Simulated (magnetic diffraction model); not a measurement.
## Solving a magnetic structure from powder neutron data: SrFe2O3

Space group Pmmn (no. 59, origin choice 1), a = 4.1970 Å, b = 10.2140 Å, c = 3.5590 Å.

```
site  atom    x       y       z
  2a    Sr  1/2     1/2  0.3400
  4e    Fe    0  0.6687  0.8535
  2b     O    0     1/2  0.5916
  4e     O  1/2  0.6689  0.8743
```

This is a made-up structure (elements placed in a structure type, unrelaxed), so the numbers test the method and describe no known phase.

Only Fe is taken to order (form factors of Fe2+); orders and moment sizes are assumed, and not adapted to the symmetry. Radiation: neutrons of λ = 1.909 Å, 5° to 65°; isotropic B of 0.55 Å² (Sr), 0.78 Å² (Fe) and 0.9 Å² (O). The intensities are simulated: I ∝ L Σ (|F_N|² + |F_M⊥|²) for unpolarised neutrons, with F_M = 2.695 fm/μB × Σ f(s) S exp(2πi Q·r) exp(−B s²) at Q = H ± k (one set where k and −k are equivalent), only the part normal to Q counting and L = 1/(sin²θ cos θ). For collinear order S is the moment m, which repeats by lattice and centring translations R with the sign exp(−2πi k·R). Form factors are spin-only for 3d ions and dipole or tabulated for f ions, scattering lengths are Sears's of 1992, and absorption is left out. A label names one of the reflections at its angle. The strongest nuclear line in the range is 100, and lines under 0.2 are left out.

Above the ordering temperature:

```csv
2θ (°),index,I
21.54,(0 2 0),3.0
28.47,(1 1 0),1.9
31.11,(0 0 1),18.0
33.00,(0 1 1),19.6
38.16,(0 2 1),72.4
41.17,(1 0 1),44.8
42.32,(1 3 0),12.5
45.66,(0 3 1),98.6
46.93,(1 2 1),8.6
53.45,(1 3 1),4.1
54.11,(2 0 0),100.0
54.78,(0 4 1),32.0
58.91,(2 2 0),0.8
61.76,(1 4 1),6.1
62.62,(1 5 0),0.6
63.74,(2 0 1),9.5
64.86,(2 1 1),11.1
64.88,(0 0 2),1.3
```

Below it (cell unchanged):

| 2θ (°) | I |
| --- | --- |
| 20.25 | 103.3 |
| 21.54 | 3.0 |
| 22.97 | 25.4 |
| 28.47 | 1.9 |
| 29.74 | 13.0 |
| 31.11 | 18.0 |
| 33.00 | 19.6 |
| 38.16 | 72.4 |
| 38.65 | 15.5 |
| 41.17 | 44.8 |
| 42.32 | 12.5 |
| 43.01 | 11.7 |
| 44.45 | 5.5 |
| 45.66 | 98.6 |
| 46.93 | 8.6 |
| 48.59 | 3.7 |
| 48.80 | 1.4 |
| 49.42 | 8.5 |
| 50.73 | 3.4 |
| 53.45 | 4.1 |
| 54.11 | 100.0 |
| 54.51 | 2.9 |
| 54.78 | 32.0 |
| 54.96 | 8.5 |
| 58.91 | 0.8 |
| 59.90 | 0.8 |
| 60.44 | 6.0 |
| 61.76 | 6.1 |
| 62.62 | 0.6 |
| 63.14 | 0.8 |
| 63.67 | 3.1 |
| 63.74 | 9.5 |
| 64.78 | 1.5 |
| 64.86 | 11.1 |
| 64.88 | 1.3 |

**Question.** Find the propagation vector, then choose among these models:
A. collinear moments along [001], 3.52 μB on Fe; signs + at (0, 0.6687, 0.8535), + at (0, 0.3313, 0.8535), + at (1/2, 0.1687, 0.1465), + at (1/2, 0.8313, 0.1465)
B. collinear moments along [111], 3.52 μB on Fe; signs + at (0, 0.6687, 0.8535), + at (0, 0.3313, 0.8535), − at (1/2, 0.1687, 0.1465), − at (1/2, 0.8313, 0.1465)
C. collinear moments along [111], 3.52 μB on Fe; signs + at (0, 0.6687, 0.8535), + at (0, 0.3313, 0.8535), + at (1/2, 0.1687, 0.1465), + at (1/2, 0.8313, 0.1465)
D. collinear moments along [001], 3.52 μB on Fe; signs + at (0, 0.6687, 0.8535), + at (0, 0.3313, 0.8535), − at (1/2, 0.1687, 0.1465), − at (1/2, 0.8313, 0.1465)

The new lines index as (1/2 0 1/2) at 20.25°, (1/2 1 1/2) at 22.97°, (1/2 2 1/2) at 29.74° and (1/2 3 1/2) at 38.65°, that is as H ± k with k = (1/2 0 1/2). Half indices mean that the moments reverse under translations with k·R a half-integer, and the magnetic cell has twice the primitive volume.

Magnetic intensity, observed (below minus above) and for each model:

| 2θ (°) | index | observed | A | B | C | D |
| --- | --- | --- | --- | --- | --- | --- |
| 20.25 | (1/2 0 1/2) | 103.3 | 44.2 | 103.3 | 84.9 | 44.2 |
| 22.97 | (1/2 1 1/2) | 25.4 | 20.5 | 25.4 | 30.5 | 20.5 |
| 29.74 | (1/2 2 1/2) | 13.0 | 16.4 | 13.0 | 11.2 | 16.4 |
| 38.65 | (1/2 3 1/2) | 15.5 | 33.3 | 15.5 | 17.4 | 33.3 |
| 49.42 | (1/2 0 3/2) | 8.5 | 0.7 | 8.5 | 8.1 | 0.7 |
| 50.73 | (1/2 1 3/2) | 3.4 | 0.5 | 3.4 | 3.6 | 0.5 |
| 54.96 | (3/2 3 1/2) | 8.5 | 11.6 | 8.5 | 7.5 | 11.6 |
| 60.44 | (1/2 3 3/2) | 6.0 | 3.2 | 6.0 | 6.3 | 3.2 |

Model B matches.

The structure used: k = (1/2 0 1/2), collinear moments along [111], 3.52 μB on Fe; signs + at (0, 0.6687, 0.8535), + at (0, 0.3313, 0.8535), − at (1/2, 0.1687, 0.1465), − at (1/2, 0.8313, 0.1465).

[Logs are printed without paths, hosts, clocks, repeated set-up lines and the standing remarks that a program may print on its own settings, such as how far it seeks lower states.]
